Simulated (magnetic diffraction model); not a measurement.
# Which magnetic order? RbTbO2

Space group I4_1/amd (no. 141, origin choice 1), a = 5.1880 Å, c = 11.4360 Å.

| site | atom | x | y | z |
| --- | --- | --- | --- | --- |
| 4b | Tb | 1/2 | 1/2 | 0 |
| 4a | Rb | 0 | 1/2 | 1/4 |
| 8e | O | 1/2 | 0 | 0.4718 |

The compound is invented for this exercise: a known structure type with other elements, its cell scaled to their sizes and not relaxed.

Only Tb is taken to order (form factors of Tb3+); orders and moment sizes are assumed, and not adapted to the symmetry. Radiation: neutrons of λ = 2.52 Å, 8° to 100°; isotropic B of 0.17 Å² (Tb), 0.29 Å² (Rb) and 0.32 Å² (O). Simulated constant-wavelength pattern: nuclear and magnetic terms add, the magnetic one as |2.695 fm × Σ f S⊥ exp(2πi Q·r) exp(−B s²)|², summed over all Q at one angle with the factor 1/(sin²θ cos θ). For collinear order S is the moment m, which repeats by lattice and centring translations R with the sign exp(−2πi k·R). Free-ion form factors, Sears's scattering lengths of 1992, no absorption; a label names one of the reflections at its angle. The strongest nuclear line in the range is 100, and lines under 0.2 are left out.

Above the ordering temperature:

```tsv
2θ (°)	index	I
30.93	(1 0 1)	2.5
48.17	(1 1 2)	5.2
48.43	(1 0 3)	6.2
52.30	(0 0 4)	47.3
58.12	(2 0 0)	100.0
67.30	(2 1 1)	1.3
74.03	(1 0 5)	9.0
78.95	(2 1 3)	5.8
81.97	(2 0 4)	99.7
86.78	(2 2 0)	59.0
94.93	(3 0 1)	0.5
96.31	(1 1 6)	12.6
```

Below it (cell unchanged):

```
2θ (°)      I
 12.65   34.6
 28.11   39.5
 30.93    2.5
 38.29   28.9
 38.60    3.5
 42.29   31.1
 48.17    5.2
 48.43    6.2
 52.30   47.3
 56.94   11.8
 58.12  100.0
 59.74   15.0
 60.42    7.5
 65.79   12.6
 66.86    1.0
 67.30    1.3
 71.76   18.9
 71.96    8.2
 74.03    9.0
 78.95    5.8
 80.96    4.2
 81.97   99.7
 86.78   59.0
 88.17    6.7
 88.76    9.9
 89.54    2.8
 93.54    3.0
 94.52    3.8
 94.93    0.5
 96.31   12.6
 99.14    5.2
 99.34    4.8
```

**Question.** Find the propagation vector, then choose among these models:
A. collinear moments along [111], 5.1 μB on Tb; signs + at (1/2, 1/2, 0), + at (1/2, 0, 1/4)
B. collinear moments along [001], 5.1 μB on Tb; signs + at (1/2, 1/2, 0), − at (1/2, 0, 1/4)
C. collinear moments along [001], 5.1 μB on Tb; signs + at (1/2, 1/2, 0), + at (1/2, 0, 1/4)
D. collinear moments along [111], 5.1 μB on Tb; signs + at (1/2, 1/2, 0), − at (1/2, 0, 1/4)

The new lines index as (0 0 1) at 12.65°, (0 1 0) at 28.11°, (1 0 2) at 38.29° and (0 0 3) at 38.60°, that is as H ± k with k = (1 0 0). The indices are whole but break the lattice centring, so the moments reverse under a centring translation, those with k·t a half-integer.

Magnetic intensity, observed (below minus above) and for each model:

| 2θ (°) | index | observed | A | B | C | D |
| --- | --- | --- | --- | --- | --- | --- |
| 12.65 | (0 0 1) | 34.6 | 34.6 | <0.2 | <0.2 | 34.6 |
| 28.11 | (0 1 0) | 39.5 | 39.5 | 46.3 | 46.3 | 39.5 |
| 38.29 | (1 0 2) | 28.9 | 28.9 | 26.4 | 26.4 | 28.9 |
| 38.60 | (0 0 3) | 3.5 | 3.5 | <0.2 | <0.2 | 3.5 |
| 42.29 | (1 1 1) | 31.1 | 31.1 | 35.2 | 35.2 | 31.1 |
| 59.74 | (2 0 1) | 15.0 | 15.0 | 17.3 | 17.3 | 15.0 |
| 60.42 | (0 1 4) | 7.5 | 7.5 | 4.1 | 4.1 | 7.5 |
| 65.79 | (2 1 0) | 12.6 | 12.6 | 14.7 | 14.7 | 12.6 |

Models A and D match alike on every line, so these data can't choose among them (such ties are often domains of one structure).

The structure used: k = (1 0 0), collinear moments along [111], 5.1 μB on Tb; signs + at (1/2, 1/2, 0), − at (1/2, 0, 1/4).

[Logs are printed without paths, hosts, clocks, repeated set-up lines and the standing remarks that a program may print on its own settings, such as how far it seeks lower states.]
